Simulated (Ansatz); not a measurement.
# Formation energy and levels of the substitutional impurity C_N in GaN (F-43m)

Charge states of C_N in GaN (F-43m), set against the band edges. Model: a cell of 54 host atoms with 1 N taken out and 1 C put in.

Main program and level: Ansatz 0.2.0; place-levels on r2SCAN runs: charge-transition levels and formation energies with image-charge correction and potential alignment at the atomic sites; PAW set soft_1.

### Step 1. The structure

The cell holds 54 atoms: 27 Ga, 26 N and 1 C. Its edges and angles: a = 9.542 Å, b = 9.542 Å, c = 9.542 Å, α = 60.0°, β = 60.0°, γ = 60.0°. It derives from GaN (space group F-43m). Nearest the centre at fractional (0.417, 0.417, 0.417): C28 at 0.00 Å, Ga29 at 1.95 Å, Ga45 at 1.95 Å, Ga33 at 1.95 Å, Ga27 at 1.95 Å, N46 at 3.18 Å, N34 at 3.18 Å, N16 at 3.18 Å.

As a file:

```xyz
54
Lattice="0.0000 6.7473 6.7473 6.7473 0.0000 6.7473 6.7473 6.7473 0.0000" Properties=species:S:1:pos:R:3 pbc="T T T"
Ga    0.0000    0.0000    0.0000
N     1.1245    1.1245    1.1245
Ga    2.2491    2.2491    0.0000
N     3.3736    3.3736    1.1245
Ga    4.4982    4.4982    0.0000
N     5.6227    5.6227    1.1245
Ga    2.2491    0.0000    2.2491
N     3.3736    1.1245    3.3736
Ga    4.4982    2.2491    2.2491
N     5.6227    3.3736    3.3736
Ga    6.7473    4.4982    2.2491
N     7.8718    5.6227    3.3736
Ga    4.4982    0.0000    4.4982
N     5.6227    1.1245    5.6227
Ga    6.7473    2.2491    4.4982
N     7.8718    3.3736    5.6227
Ga    8.9964    4.4982    4.4982
N    10.1209    5.6227    5.6227
Ga    0.0000    2.2491    2.2491
N     1.1245    3.3736    3.3736
Ga    2.2491    4.4982    2.2491
N     3.3736    5.6227    3.3736
Ga    4.4982    6.7473    2.2491
N     5.6227    7.8718    3.3736
Ga    2.2491    2.2491    4.4982
N     3.3736    3.3736    5.6227
Ga    4.4982    4.4982    4.4982
C     5.6227    5.6227    5.6227
Ga    6.7473    6.7473    4.4982
N     7.8718    7.8718    5.6227
Ga    4.4982    2.2491    6.7473
N     5.6227    3.3736    7.8718
Ga    6.7473    4.4982    6.7473
N     7.8718    5.6227    7.8718
Ga    8.9964    6.7473    6.7473
N    10.1209    7.8718    7.8718
Ga    0.0000    4.4982    4.4982
N     1.1245    5.6227    5.6227
Ga    2.2491    6.7473    4.4982
N     3.3736    7.8718    5.6227
Ga    4.4982    8.9964    4.4982
N     5.6227   10.1209    5.6227
Ga    2.2491    4.4982    6.7473
N     3.3736    5.6227    7.8718
Ga    4.4982    6.7473    6.7473
N     5.6227    7.8718    7.8718
Ga    6.7473    8.9964    6.7473
N     7.8718   10.1209    7.8718
Ga    4.4982    4.4982    8.9964
N     5.6227    5.6227   10.1209
Ga    6.7473    6.7473    8.9964
N     7.8718    7.8718   10.1209
Ga    8.9964    8.9964    8.9964
N    10.1209   10.1209   10.1209
```

Known beforehand: the electronic dielectric constant, 6.00, and the static one, 10.56, computed on the host (DFPT, PBEsol, on the r2SCAN cell), and a cell off the functional's own equilibrium shifts the ionic part.

The cell's shortest repeat is 9.5 Å.

### Step 2. The runs of each charge state

Levels follow from differences of total energies between charge states, each relaxed by itself.

Each atom starts 0.05 Å or so off its site in a random direction: a symmetric start keeps its symmetry, and would miss off-centre moves and Jahn–Teller distortions. Forces are taken on a 2×2×2 shifted mesh. The cell holds 1 electron more than the neutral one, with a uniform background that keeps it neutral on the whole.

The sampling was tested on the host first: at the k-points planned (1x1x1 shifted 0.25 0.25 0.25) its energy lies 0.067 eV an atom from the dense-mesh value, so the final energies take a denser sampling.

One of the inputs; charge, spin and start change from state to state.

Input file qm1.relax/input.yaml:

```yaml
crystal:
  lattice:
    - [0.0, 6.74729083, 6.74729083]
    - [6.74729083, 0.0, 6.74729083]
    - [6.74729083, 6.74729083, 0.0]
  atoms:
    - { symbol: Ga, position: [0.0, 0.0, 0.0] }
    - { symbol: "N", position: [0.08333333, 0.08333333, 0.08333333] }
    - { symbol: Ga, position: [0.0, 0.0, 0.33333333] }
    - { symbol: "N", position: [0.08333333, 0.08333333, 0.41666667] }
    - { symbol: Ga, position: [0.0, 0.0, 0.66666667] }
    - { symbol: "N", position: [0.08333333, 0.08333333, 0.75] }
    - { symbol: Ga, position: [0.0, 0.33333333, 0.0] }
    - { symbol: "N", position: [0.08333333, 0.41666667, 0.08333333] }
    - { symbol: Ga, position: [0.0, 0.33333333, 0.33333333] }
    - { symbol: "N", position: [0.08333333, 0.41666667, 0.41666667] }
    - { symbol: Ga, position: [0.0, 0.33333333, 0.66666667] }
    - { symbol: "N", position: [0.08333333, 0.41666667, 0.75] }
    - { symbol: Ga, position: [0.0, 0.66666667, 0.0] }
    - { symbol: "N", position: [0.08333333, 0.75, 0.08333333] }
    - { symbol: Ga, position: [0.0, 0.66666667, 0.33333333] }
    - { symbol: "N", position: [0.08333333, 0.75, 0.41666667] }
    - { symbol: Ga, position: [0.0, 0.66666667, 0.66666667] }
    - { symbol: "N", position: [0.08333333, 0.75, 0.75] }
    - { symbol: Ga, position: [0.33333333, 0.0, 0.0] }
    - { symbol: "N", position: [0.41666667, 0.08333333, 0.08333333] }
    - { symbol: Ga, position: [0.33333333, 0.0, 0.33333333] }
    - { symbol: "N", position: [0.41666667, 0.08333333, 0.41666667] }
    - { symbol: Ga, position: [0.33333333, 0.0, 0.66666667] }
    - { symbol: "N", position: [0.41666667, 0.08333333, 0.75] }
    - { symbol: Ga, position: [0.33333333, 0.33333333, 0.0] }
    - { symbol: "N", position: [0.41666667, 0.41666667, 0.08333333] }
    - { symbol: Ga, position: [0.33333333, 0.33333333, 0.33333333] }
    - { symbol: C, position: [0.41666667, 0.41666667, 0.41666667] }
    - { symbol: Ga, position: [0.33333333, 0.33333333, 0.66666667] }
    - { symbol: "N", position: [0.41666667, 0.41666667, 0.75] }
    - { symbol: Ga, position: [0.33333333, 0.66666667, 0.0] }
    - { symbol: "N", position: [0.41666667, 0.75, 0.08333333] }
    - { symbol: Ga, position: [0.33333333, 0.66666667, 0.33333333] }
    - { symbol: "N", position: [0.41666667, 0.75, 0.41666667] }
    - { symbol: Ga, position: [0.33333333, 0.66666667, 0.66666667] }
    - { symbol: "N", position: [0.41666667, 0.75, 0.75] }
    - { symbol: Ga, position: [0.66666667, 0.0, 0.0] }
    - { symbol: "N", position: [0.75, 0.08333333, 0.08333333] }
    - { symbol: Ga, position: [0.66666667, 0.0, 0.33333333] }
    - { symbol: "N", position: [0.75, 0.08333333, 0.41666667] }
    - { symbol: Ga, position: [0.66666667, 0.0, 0.66666667] }
    - { symbol: "N", position: [0.75, 0.08333333, 0.75] }
    - { symbol: Ga, position: [0.66666667, 0.33333333, 0.0] }
    - { symbol: "N", position: [0.75, 0.41666667, 0.08333333] }
    - { symbol: Ga, position: [0.66666667, 0.33333333, 0.33333333] }
    - { symbol: "N", position: [0.75, 0.41666667, 0.41666667] }
    - { symbol: Ga, position: [0.66666667, 0.33333333, 0.66666667] }
    - { symbol: "N", position: [0.75, 0.41666667, 0.75] }
    - { symbol: Ga, position: [0.66666667, 0.66666667, 0.0] }
    - { symbol: "N", position: [0.75, 0.75, 0.08333333] }
    - { symbol: Ga, position: [0.66666667, 0.66666667, 0.33333333] }
    - { symbol: "N", position: [0.75, 0.75, 0.41666667] }
    - { symbol: Ga, position: [0.66666667, 0.66666667, 0.66666667] }
    - { symbol: "N", position: [0.75, 0.75, 0.75] }
  host:
    repeats: [3, 3, 3]
    atoms:
      - { symbol: Ga, position: [0.0, 0.0, 0.0] }
      - { symbol: "N", position: [0.25, 0.25, 0.25] }
total_charge: -1
basis:
  ecutwfc: 500
  xc_grid: 2
hamiltonian:
  xc: r2scan
  pseudopotentials: { kind: paw, azcp: { folder: soft_1 } }
kpoints:
  mp_grid: { grid: [2, 2, 2], shift: [0.5, 0.5, 0.5] }
scf:
  occupations: { method: fixed }
  max_iter: 60
output:
  forces: true
  charged_corrections:
    epsilon: 6.0
    static_epsilon: 10.56
    defect_position: [0.416667, 0.416667, 0.416667]
relax:
  f_tol: 0.02
  max_steps: 80
  random_displacement: { amplitude: 0.05, seed: 6411 }
checkpoint:
  write: "../qm1.relax.run"
  compress: false
  write_wavefunctions: true
  write_every: 100000
```

The run is started by

```bash
ansatz run input.yaml --threads 4 --pin off --max-ram 15073MiB --backend cpu --events-out ev --progress --plain --runs-dir out
```

The run of this state that the levels use, under r2SCAN:

Input file qm1.point/input.yaml:

```yaml
crystal:
  checkpoint: "../qm1.relax.run"
  host: checkpoint
total_charge: -1
basis:
  ecutwfc: 500
  xc_grid: 2
hamiltonian:
  xc: r2scan
  pseudopotentials: { kind: paw, azcp: { folder: soft_1 } }
kpoints:
  mp_grid: { grid: [2, 2, 2], shift: [0.5, 0.5, 0.5] }
scf:
  occupations: { method: fermi_dirac, width: 0.01 }
  max_iter: 60
output:
  forces: true
  eigenvalues: true
  charged_corrections:
    epsilon: 6.0
    static_epsilon: 10.56
    defect_position: [0.416667, 0.416667, 0.416667]
  eigenstates: { localisation: true }
  populations: true
  band_densities: [{ bands: [v1, v1] }, { bands: [c1, c1] }]
  write_density: true
  write_potential: true
  volumetric_format: npy
checkpoint:
  read: "../qm1.relax.run"
  write: "../qm1.point.run"
  compress: false
  write_wavefunctions: false
  write_every: 100000
```

Relaxations under r2SCAN at a 2×2×2 shifted mesh; times on 4 threads of Arm Neoverse V1, shared host:

```tsv
charge	moment (μB)	occupations	outcome	steps	largest displacement against the far atoms (Å)	time
−1	0	fixed	converged	4	0.03	4.1 min
0	1	fixed	converged	19	0.03	44 min
+1	0	fixed	not converged	5	-	8 min
+1	0	fermi-dirac	converged	7	0.03	7.3 min
+1	2	fixed	converged	4	0.05	11 min
```

Single points under r2SCAN at a 2×2×2 shifted mesh; times on 4 threads of Arm Neoverse V1, shared host:

```tsv
charge	moment (μB)	occupations	outcome	time
−1	0	fermi-dirac	converged	55 s
0	1	fermi-dirac	converged	4.4 min
+1	0	fermi-dirac	converged	54 s
+1	2	fermi-dirac	converged	2.1 min
```

Distances (Å) from C28 to the nearest atoms after relaxation with r2SCAN:

```tsv
charge	moment (μB)	1.	2.	3.	4.	5.	6.
−1	0	Ga 1.92	Ga 1.92	Ga 1.92	Ga 1.92	N 3.20	N 3.20
0	1	Ga 1.93	Ga 1.95	Ga 1.97	Ga 1.98	N 3.18	N 3.18
+1	0	Ga 1.93	Ga 1.98	Ga 1.98	Ga 1.99	N 3.18	N 3.18
+1	2	Ga 1.99	Ga 1.99	Ga 1.99	Ga 2.00	N 3.18	N 3.18
```

[end of part 1 of 2]

[Logs are printed without paths, hosts, clocks, repeated set-up lines and the standing remarks that a program may print on its own settings, such as how far it seeks lower states.]

[Hosts, paths, dates, database ids (printed as entryN), source tags and the programs' standing remarks are cut or masked in the printed files.]

[Where a table of states has a column of steps, it counts the stored structures, which are thinned; the runs took as many ionic steps or more.]

[A defect's name tells the site on which it was built; relaxed atoms can leave that site.]

[For some hosts the program warned that the k-mesh of the response run may be too coarse for force constants and the static dielectric constant; such warnings are not shown here.]
